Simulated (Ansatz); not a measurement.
# Elastic response of amorphous Si (169 atoms), part 2 of 3

Aim: relax amorphous Si (169 atoms), then change its volume and shape to read moduli from the stress.

Ansatz 0.2.0; Kohn-Sham DFT, PBE, PAW (set soft_2), plane waves.

The cell: 169 Si. The quench rate of 20 K/ps far exceeds what a furnace or splat quench reaches. The network of bonds at the start is that of the classical potential that made the cell. The Brillouin zone is sampled at Γ only.

So far. Step 2 (Single point at the start): The r.m.s. force at the start is 0.46 eV/Å. Step 3 (Cell and atoms relaxed): The relaxation converged after 21 steps, with a largest force component of 0.037 eV/Å.

### 4. Single point at the relaxed geometry

The electronic structure is read at the final geometry, in a run of its own.

input.yaml reads:

```yaml
crystal:
  lattice:
    - [15.22919, 0.24682, 0.0478]
    - [0.24682, 15.23328, 0.02726]
    - [0.0478, 0.02726, 15.07424]
  atoms:
    - { symbol: Si, position: [0.94771, 0.86615, 0.33504] }
    - { symbol: Si, position: [0.31643, 0.97114, 0.30202] }
    - { symbol: Si, position: [0.15111, 0.48438, 0.68563] }
    - { symbol: Si, position: [0.72117, 0.79639, 0.49016] }
    - { symbol: Si, position: [0.43808, 0.63262, 0.84988] }
    - { symbol: Si, position: [0.49003, 0.39027, 0.92356] }
    [... 157 atom lines left out ...]
    - { symbol: Si, position: [0.32146, 0.07314, 0.18516] }
    - { symbol: Si, position: [0.72336, 0.94395, 0.26075] }
    - { symbol: Si, position: [0.80086, 0.1669, 0.79398] }
    - { symbol: Si, position: [0.20749, 0.94517, 0.77807] }
    - { symbol: Si, position: [0.59335, 0.12385, 0.35961] }
    - { symbol: Si, position: [0.35893, 0.28201, 0.56343] }
kpoints:
  mp_grid: { grid: [1, 1, 1] }
hamiltonian:
  xc: pbe
scf:
  occupations: { method: gaussian, width: 0.025 }
output:
  forces: true
  stress: true
  populations: true
  dos:
    method: { smearing: { sigma: 0.1 } }
    de: 0.1
    projected: { site_lists: { Si: [Si] } }
  eigenvalues: true
  write_density: true
  write_potential: true
  volumetric_format: npy
  elf: true
```

Launch:

```console
$ ansatz run input.yaml --threads 4 --pin off --max-ram 15872MiB --backend cpu --events-out ev --progress --plain --runs-dir out
```

Numbers of over 12 decimals in the logs are rounded to 6 here.

The program printed:

```text
[...]
Crystal: 169 atoms, lattice volume = 3496.117 Å³
Basis set: ecut = 420 eV, 68405 PW (Γ), exchange–correlation on 216×216×216 points (8 copies of the dense FFT grid, shifted against one another)
Bands: 507, of which v1, the nominal top of the filled ones, is band 338 counted from 1 (337 counted from 0)
Symmetry: 1 space group operations
[...]
k-points: 1
[...]
SCF iter   1: F=—  HF=-107411.241882 eV  |F-HF|=—  |Δ(HF+E_count)|=         —  Δρ=3.51e-3  dr2=1.89e0  ethr=1.77e-3  ⟨swp⟩=6.0  Hψ=2346  notcnv=0  defer=80
[...]
SCF iter   9: F=-107411.032517 eV  HF=-107411.032517 eV  |F-HF|=4.05e-8  |Δ(HF+E_count)|=   7.80e-7  Δρ=8.61e-7  dr2=8.99e-8  ethr=1.48e-11  ⟨swp⟩=21.0  Hψ=4937  notcnv=0
SCF 1 converged in 9 iterations: F = -107411.032517 eV  dr2 = 8.99e-8
[...]
SCF converged after 9 iterations
Free energy (F): -107411.032517 eV
[...]
Internal energy: -107411.032292 eV  (E = F + TS)
E sigma→0 (E₀):  -107411.032404 eV
Entropy (-TS):   -0.000225 eV (-0.001 meV/atom)
Fermi energy:    6.031734 eV
[...]
--- Forces (eV/Å), atoms counted from 1 ---
  atom   1  Si     0.00451084    -0.00178887     0.00169774
  atom   2  Si     0.00293922     0.00102644     0.00333414
  atom   3  Si    -0.00070615     0.00983299    -0.00125857
  atom   4  Si    -0.00259180    -0.00033901    -0.00009212
  atom   5  Si    -0.00037543     0.00295444    -0.00649545
  atom   6  Si     0.00087423     0.00532373     0.00268610
  atom   7  Si    -0.00456600     0.00516396     0.00486632
  atom   8  Si    -0.00980409     0.00485357     0.00262887
  atom   9  Si     0.00022705     0.00643195     0.00150412
  atom  10  Si     0.00456972     0.00291169    -0.00138549
  atom  11  Si     0.00239046    -0.00007024    -0.00039398
  atom  12  Si    -0.00241029    -0.00137273     0.00333914
  atom  13  Si     0.00407912    -0.01103603    -0.01528862
  atom  14  Si     0.00063135    -0.00055383     0.00027665
[...]
atom 168  Si    -0.00669580    -0.00496149     0.00081429
  atom 169  Si    -0.00055103     0.02090060     0.00864293
  max |Σ_I F_I| component: 4.39e-5 eV/Å
--- Stress (GPa, compression-positive) ---
       -0.017246      -0.006352       0.005343
       -0.006352       0.006665       0.004389
        0.005343       0.004389       0.021739
  P = ⅓ Tr σ = 0.0037 GPa (0.037 kbar)
--- Band table (eV) ---
[...]
--- Löwdin populations: 169 sites ---
  site symbol       q [e]
     0     Si      3.9503
     1     Si      3.9553
     2     Si      3.8913
[...]
168     Si      3.9286
  spilling = 0.011398 (of n_electrons = 676.000000)
```

Elapsed: 99 s, on 4 threads of Arm Neoverse V1, shared host; peak memory 4.5 GiB; 6.4 min of CPU time.

Numbers from this run:

```
free energy                                      : -107411.0325 eV
free energy per atom                             : -635.5682 eV/atom
SCF cycles                                       : 9
pressure                                         : 0.003719 GPa
r.m.s. force component                           : 0.00656 eV/Å
longest force                                    : 0.04354 eV/Å
Fermi energy                                     : 6.032 eV
spacing of highest filled and lowest empty level : 0.1099 eV
spilling of the projection                       : 0.0114
```

### 5. Volume -3 %

The relaxed cell is scaled evenly and the atoms are relaxed again; the stress at the end gives one point of P(V).

input.yaml, the sections that differ from step 4:

```yaml
crystal:
  lattice:
    - [15.07535, 0.24433, 0.04732]
    - [0.24433, 15.0794, 0.02698]
    - [0.04732, 0.02698, 14.92196]
  atoms:
    [... the 169 atom lines of step 4 ...]
output:
  forces: true
  eigenvalues: true
  stress: true
relax:
  f_tol: 0.05
  max_steps: 70
# kpoints, hamiltonian, scf: as in step 4
```

The program printed:

```text
Warning: output.stress: scf.convergence.dr2_threshold = 1e-7 eV (the SCF's general default) is looser than the 1.08e-8 eV advised for a printed stress (1e-10 eV for each atom of the cell: 169, of which 108 are counted). What an SCF threshold leaves in a stress goes as its square root, and in the free energy as the threshold itself, and one threshold admits the most on a small cell: [...]
[...]
Crystal: 169 atoms, lattice volume = 3391.233 Å³
Basis set: ecut = 420 eV, 66243 PW (Γ), exchange–correlation on 216×216×200 points (8 copies of the dense FFT grid, shifted against one another)
Bands: 507, of which v1, the nominal top of the filled ones, is band 338 counted from 1 (337 counted from 0)
Symmetry: 1 space group operations
[...]
k-points: 1
[...]
SCF iter   1: F=—  HF=-107410.391363 eV  |F-HF|=—  |Δ(HF+E_count)|=         —  Δρ=3.59e-3  dr2=1.89e0  ethr=1.77e-3  ⟨swp⟩=6.0  Hψ=2352  notcnv=0  defer=82
[...]
SCF iter   6: F=—  HF=-107410.178317 eV  |F-HF|=—  |Δ(HF+E_count)|=   2.97e-4  Δρ=1.91e-5  dr2=5.97e-5  ethr=6.14e-8  ⟨swp⟩=2.0  Hψ=526  notcnv=0  defer=161
SCF iter   7: F=-107410.178368 eV  HF=-107410.178365 eV  |F-HF|=2.63e-6  |Δ(HF+E_count)|=   4.78e-5  Δρ=6.45e-6  dr2=5.91e-6  ethr=8.83e-9  ⟨swp⟩=18.0  Hψ=2967  notcnv=0
SCF 1 converged in 7 iterations: F = -107410.178368 eV  dr2 = 5.91e-6
[...]
relax step   1: F+E_penalty+E_count = -107410.17836777 eV  Δ(F+E_penalty+E_count) = +0.000e0 eV  max|allowed force component| = 2.106e-1 eV/Å  Δτ_max = 0.0000 Å  (7 SCF iters, dr2 threshold 6.25e-5 eV, accepted)
[...]
relax step   2: F+E_penalty+E_count = -107410.28495844 eV  Δ(F+E_penalty+E_count) = -1.066e-1 eV  max|allowed force component| = 1.181e-1 eV/Å  Δτ_max = 0.0511 Å  (6 SCF iters, dr2 threshold 2.77e-6 eV, accepted)
[...]
relax step   3: F+E_penalty+E_count = -107410.31079366 eV  Δ(F+E_penalty+E_count) = -2.584e-2 eV  max|allowed force component| = 3.806e-2 eV/Å  Δτ_max = 0.0384 Å  (7 SCF iters, accepted)
SCF converged after 7 iterations
Free energy (F): -107410.310794 eV
[...]
Internal energy: -107410.310712 eV  (E = F + TS)
E sigma→0 (E₀):  -107410.310753 eV
Entropy (-TS):   -0.000082 eV (-0.000 meV/atom)
Fermi energy:    6.341887 eV
[...]
Σ components = -107410.310794   (vs F -107410.310794, Δ=0.00e0)
--- Forces (eV/Å), atoms counted from 1 ---
  atom   1  Si     0.00247749     0.00318616    -0.00019535
  atom   2  Si     0.00027631     0.00109028    -0.00369615
  atom   3  Si     0.00742146    -0.01389854    -0.01892178
  atom   4  Si     0.00309713     0.00001640     0.00779965
[...]
atom 169  Si    -0.00264315     0.00002323     0.00109078
  max |Σ_I F_I| component: 2.56e-5 eV/Å
--- Stress (GPa, compression-positive) ---
        2.228542      -0.005311       0.111296
       -0.005311       2.231378      -0.019014
        0.111296      -0.019014       2.326972
  P = ⅓ Tr σ = 2.2623 GPa (22.623 kbar)
--- Band table (eV) ---
[...]
--- Relaxed structure (3 steps of the walk, 3 accepted, 0 SCFs on fresh bases) ---
  F+E_penalty+E_count = -107410.31079366 eV   max|allowed force component| = 3.806e-2 eV/Å
  atoms:
    - { symbol: Si, position: [0.947885, 0.865788, 0.334417] }
    - { symbol: Si, position: [0.316673, 0.971238, 0.302092] }
    - { symbol: Si, position: [0.150172, 0.482445, 0.686337] }
    - { symbol: Si, position: [0.721896, 0.796874, 0.489622] }
[...]
- { symbol: Si, position: [0.357776, 0.280647, 0.562796] }
```

Elapsed: 3.1 min, on 4 threads; peak memory 4.3 GiB; 12 min of CPU time.

The program notes that the SCF threshold is loose for the stress.

The relaxation converged after 3 steps, 0.132 eV below its start, with a largest force component of 0.038 eV/Å.

Volume -3 %: the energy stands 0.722 eV above that of the reference, at a pressure of 2.26 GPa.

### 6. Volume +3 %

The relaxed cell is scaled to another volume.

input.yaml, the sections that differ from step 5:

```yaml
crystal:
  lattice:
    - [15.37998, 0.24926, 0.04827]
    - [0.24926, 15.38411, 0.02753]
    - [0.04827, 0.02753, 15.2235]
  atoms:
    [... the 169 atom lines of step 4 ...]
# kpoints, hamiltonian, scf, output, relax: as in step 5
```

The program printed:

```text
[...]
Crystal: 169 atoms, lattice volume = 3600.999 Å³
Basis set: ecut = 420 eV, 70371 PW (Γ), exchange–correlation on 216×216×216 points (8 copies of the dense FFT grid, shifted against one another)
Bands: 507, of which v1, the nominal top of the filled ones, is band 338 counted from 1 (337 counted from 0)
Symmetry: 1 space group operations
[...]
k-points: 1
[...]
SCF iter   1: F=—  HF=-107410.479786 eV  |F-HF|=—  |Δ(HF+E_count)|=         —  Δρ=3.44e-3  dr2=1.90e0  ethr=1.77e-3  ⟨swp⟩=6.0  Hψ=2342  notcnv=0  defer=79
[...]
SCF iter   6: F=—  HF=-107410.270632 eV  |F-HF|=—  |Δ(HF+E_count)|=   3.09e-4  Δρ=1.88e-5  dr2=6.23e-5  ethr=6.90e-8  ⟨swp⟩=2.0  Hψ=518  notcnv=0  defer=161
SCF iter   7: F=-107410.270687 eV  HF=-107410.270685 eV  |F-HF|=2.38e-6  |Δ(HF+E_count)|=   5.33e-5  Δρ=6.22e-6  dr2=6.25e-6  ethr=9.21e-9  ⟨swp⟩=17.0  Hψ=3077  notcnv=0
SCF 1 converged in 7 iterations: F = -107410.270687 eV  dr2 = 6.25e-6
[...]
relax step   1: F+E_penalty+E_count = -107410.27068750 eV  Δ(F+E_penalty+E_count) = +0.000e0 eV  max|allowed force component| = 1.967e-1 eV/Å  Δτ_max = 0.0000 Å  (7 SCF iters, dr2 threshold 6.25e-5 eV, accepted)
[...]
relax step   2: F+E_penalty+E_count = -107410.36905147 eV  Δ(F+E_penalty+E_count) = -9.836e-2 eV  max|allowed force component| = 1.033e-1 eV/Å  Δτ_max = 0.0510 Å  (7 SCF iters, accepted)
[...]
relax step   3: F+E_penalty+E_count = -107410.39145665 eV  Δ(F+E_penalty+E_count) = -2.241e-2 eV  max|allowed force component| = 4.930e-2 eV/Å  Δτ_max = 0.0308 Å  (7 SCF iters, accepted)
SCF converged after 7 iterations
Free energy (F): -107410.391457 eV
[...]
Internal energy: -107410.390733 eV  (E = F + TS)
E sigma→0 (E₀):  -107410.391095 eV
Entropy (-TS):   -0.000724 eV (-0.004 meV/atom)
Fermi energy:    5.738808 eV
[...]
Σ components = -107410.391457   (vs F -107410.391457, Δ=0.00e0)
--- Forces (eV/Å), atoms counted from 1 ---
  atom   1  Si    -0.00341594    -0.00644735    -0.00268081
  atom   2  Si    -0.00185545    -0.00222128     0.00625774
  atom   3  Si    -0.00677551     0.01514912     0.01802830
  atom   4  Si    -0.00220796     0.00035517    -0.00755530
[...]
atom 169  Si     0.01441655     0.01661150     0.01460318
  max |Σ_I F_I| component: 2.21e-5 eV/Å
--- Stress (GPa, compression-positive) ---
       -1.958349      -0.003696      -0.103852
       -0.003696      -1.895078       0.031556
       -0.103852       0.031556      -1.943503
  P = ⅓ Tr σ = -1.9323 GPa (-19.323 kbar)
--- Band table (eV) ---
[...]
--- Relaxed structure (3 steps of the walk, 3 accepted, 0 SCFs on fresh bases) ---
  F+E_penalty+E_count = -107410.39145665 eV   max|allowed force component| = 4.930e-2 eV/Å
  atoms:
    - { symbol: Si, position: [0.947425, 0.866338, 0.335755] }
    - { symbol: Si, position: [0.315863, 0.970582, 0.302168] }
    - { symbol: Si, position: [0.151528, 0.486447, 0.685097] }
    - { symbol: Si, position: [0.720239, 0.796000, 0.490637] }
[...]
- { symbol: Si, position: [0.359998, 0.284505, 0.564504] }
```

The job ended after 3.3 min (4 threads; peak memory 4.6 GiB).

The relaxation converged after 3 steps, 0.121 eV below its start, with a largest force component of 0.049 eV/Å.

Volume +3 %: the energy stands 0.641 eV above that of the reference, at a pressure of -1.93 GPa.

### 7. Volume -6 %

The relaxed cell is scaled to another volume.

input.yaml, the sections that differ from step 6:

```yaml
crystal:
  lattice:
    - [14.9183, 0.24178, 0.04682]
    - [0.24178, 14.92231, 0.0267]
    - [0.04682, 0.0267, 14.76652]
  atoms:
    [... the 169 atom lines of step 4 ...]
# kpoints, hamiltonian, scf, output, relax: as in step 6
```

The program printed:

```text
[...]
Crystal: 169 atoms, lattice volume = 3286.350 Å³
Basis set: ecut = 420 eV, 64205 PW (Γ), exchange–correlation on 200×200×200 points (8 copies of the dense FFT grid, shifted against one another)
Bands: 507, of which v1, the nominal top of the filled ones, is band 338 counted from 1 (337 counted from 0)
Symmetry: 1 space group operations
[...]
k-points: 1
[...]
SCF iter   1: F=—  HF=-107407.648493 eV  |F-HF|=—  |Δ(HF+E_count)|=         —  Δρ=3.70e-3  dr2=1.89e0  ethr=1.77e-3  ⟨swp⟩=6.0  Hψ=2350  notcnv=0  defer=84
[...]
SCF iter   6: F=—  HF=-107407.428207 eV  |F-HF|=—  |Δ(HF+E_count)|=   3.04e-4  Δρ=1.94e-5  dr2=5.77e-5  ethr=6.04e-8  ⟨swp⟩=2.0  Hψ=526  notcnv=0  defer=161
SCF iter   7: F=-107407.428257 eV  HF=-107407.428254 eV  |F-HF|=2.97e-6  |Δ(HF+E_count)|=   4.70e-5  Δρ=6.62e-6  dr2=5.78e-6  ethr=8.53e-9  ⟨swp⟩=19.0  Hψ=3016  notcnv=0
SCF 1 converged in 7 iterations: F = -107407.428257 eV  dr2 = 5.78e-6
[...]
relax step   1: F+E_penalty+E_count = -107407.42825678 eV  Δ(F+E_penalty+E_count) = +0.000e0 eV  max|allowed force component| = 4.550e-1 eV/Å  Δτ_max = 0.0000 Å  (7 SCF iters, dr2 threshold 6.25e-5 eV, accepted)
[...]
relax step   2: F+E_penalty+E_count = -107407.87991581 eV  Δ(F+E_penalty+E_count) = -4.517e-1 eV  max|allowed force component| = 2.504e-1 eV/Å  Δτ_max = 0.0991 Å  (6 SCF iters, dr2 threshold 1.29e-5 eV, accepted)
[...]
relax step   3: F+E_penalty+E_count = -107408.00892714 eV  Δ(F+E_penalty+E_count) = -1.290e-1 eV  max|allowed force component| = 6.849e-2 eV/Å  Δτ_max = 0.0862 Å  (6 SCF iters, dr2 threshold 3.92e-6 eV, accepted)
relax step   4: F+E_penalty+E_count = -107408.02285022 eV  Δ(F+E_penalty+E_count) = -1.392e-2 eV  max|allowed force component| = 5.450e-2 eV/Å  Δτ_max = 0.0259 Å  (7 SCF iters, accepted)
[...]
relax step   5: F+E_penalty+E_count = -107408.02961041 eV  Δ(F+E_penalty+E_count) = -6.760e-3 eV  max|allowed force component| = 4.351e-2 eV/Å  Δτ_max = 0.0268 Å  (6 SCF iters, accepted)
SCF converged after 6 iterations
Free energy (F): -107408.029610 eV
[...]
Internal energy: -107408.029595 eV  (E = F + TS)
E sigma→0 (E₀):  -107408.029603 eV
Entropy (-TS):   -0.000015 eV (-0.000 meV/atom)
Fermi energy:    6.670673 eV
[...]
Σ components = -107408.029610   (vs F -107408.029610, Δ=0.00e0)
--- Forces (eV/Å), atoms counted from 1 ---
  atom   1  Si    -0.00017187    -0.00277738    -0.00219520
  atom   2  Si    -0.00076029     0.00165935     0.00618147
  atom   3  Si    -0.00934291    -0.00696910     0.01533845
  atom   4  Si     0.00106689    -0.00115255    -0.00470100
[...]
atom 169  Si     0.00000791    -0.00101546     0.01041616
  max |Σ_I F_I| component: 1.41e-5 eV/Å
--- Stress (GPa, compression-positive) ---
        4.729580      -0.001037       0.261066
       -0.001037       4.676963      -0.031039
        0.261066      -0.031039       4.919361
  P = ⅓ Tr σ = 4.7753 GPa (47.753 kbar)
--- Band table (eV) ---
[...]
--- Relaxed structure (5 steps of the walk, 5 accepted, 0 SCFs on fresh bases) ---
  F+E_penalty+E_count = -107408.02961041 eV   max|allowed force component| = 4.351e-2 eV/Å
  atoms:
    - { symbol: Si, position: [0.948121, 0.865329, 0.334110] }
    - { symbol: Si, position: [0.316849, 0.971702, 0.301726] }
    - { symbol: Si, position: [0.149216, 0.479190, 0.687093] }
    - { symbol: Si, position: [0.723164, 0.798266, 0.488287] }
[...]
- { symbol: Si, position: [0.356552, 0.278287, 0.562633] }
```

Run time: 4.8 min. Hardware: 4 threads; peak memory 4.2 GiB.

The relaxation converged after 5 steps, 0.601 eV below its start, with a largest force component of 0.044 eV/Å.

Volume -6 %: the energy stands 3.00 eV above that of the reference, at a pressure of 4.78 GPa.

(Part 2 of 3 ends here.)

[Logs are printed without paths, hosts, clocks, repeated set-up lines and the standing remarks that a program may print on its own settings, such as how far it seeks lower states.]

[Hosts, paths, dates, database ids (printed as entryN), source tags and the programs' standing remarks are cut or masked in the printed files.]
